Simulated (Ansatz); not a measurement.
**What do other settings change for glassy 56SiO2-24Al2O3-8MgO-8ZnO-4BeO (mol %) (82 atoms)?**

Density of this cell: 2.79 g/cm³. The cell holds 82 atoms: 14 Si, 12 Al, 2 Mg, 2 Zn, 1 Be and 51 O. Its edges and angles: a = 10.085 Å, b = 10.085 Å, c = 10.085 Å, α = 90.0°, β = 90.0°, γ = 90.0°. 82 atoms (14 Si, 12 Al, 2 Mg, 2 Zn, 1 Be, 51 O) placed at random at 2.66 g/cm³, melted at 4000 K for 10 ps at fixed volume with the Morse and Coulomb pair potential with partial charges (Pedone, Malavasi, Menziani, Cormack and Segre, J. Phys. Chem. B 110, 11780 (2006)). Quenched from 2000 K to 300 K at 500 K/ps and fixed volume, held 10 ps at zero pressure.

Geometry: as built.

Reference run: Kohn-Sham DFT, PBE, PAW (set soft_2), plane waves (Ansatz 0.2.0), cutoff 420 eV, Γ point, fixed occupations.

```
r.m.s. force component                           : 1.244 eV/Å
pressure                                         : 6.853 GPa
gap (highest filled to lowest empty level) : 3.402 eV
SCF cycles                                       : 10
time                                             : 13 s on 4 threads of Arm Neoverse V2, shared host
```

**Question.** The same geometry is run again with each of these changes. How far do the results move, and how long does each run take?
- support functions low
- support functions medium
- hamiltonian.xc = "rpbe", scf.occupations.method = "fermi_dirac" and scf.occupations.width = 0.005

Each row is set against the plane-wave reference (Kohn-Sham DFT, PBE, PAW (set soft_2), plane waves; r.m.s. force component 1.24 eV/Å). Energies are set beside the reference only for runs with its functional, potentials and electron count. Times are for 4 threads of Arm Neoverse V2, shared host. The reference's time includes the DOS, ELF, the stress and grids, which some other runs skip.

```
                                                                                              run  Δ force, r.m.s. (meV/Å)  share of r.m.s. force (%)  Δ energy (meV/atom)  Δ pressure (GPa)  Δ gap (eV)  cycles     time  host memory (GiB)
                                                                                        reference                        -                          -                    -                 -           -      10     13 s                1.3
                                                                            support functions low                    0.797                      0.064                -4.94                 -      7.0e-4      14     86 s                2.9
                                                                         support functions medium                    0.809                      0.065                -4.87                 -      8.0e-4      17  2.1 min                3.4
hamiltonian.xc = "rpbe", scf.occupations.method = "fermi_dirac" and scf.occupations.width = 0.005                     60.1                       4.83                    -              3.47        0.15      10     12 s                1.3
```

Among numerical settings the force difference runs from 0.80 meV/Å (support functions low) to 0.81 meV/Å (support functions medium). At 82 atoms the fastest of the runs at a preset level, support functions low, takes roughly 6.7 times the time of plane waves (whose run also made extra analyses, so the like-for-like ratio is larger), in 14 SCF cycles against 10. Differences between support functions and plane waves include what basis error the plane-wave run still has. 

[Logs are printed without paths, hosts, clocks, repeated set-up lines and the standing remarks that a program may print on its own settings, such as how far it seeks lower states.]

[Hosts, paths, dates, database ids (printed as entryN), source tags and the programs' standing remarks are cut or masked in the printed files.]
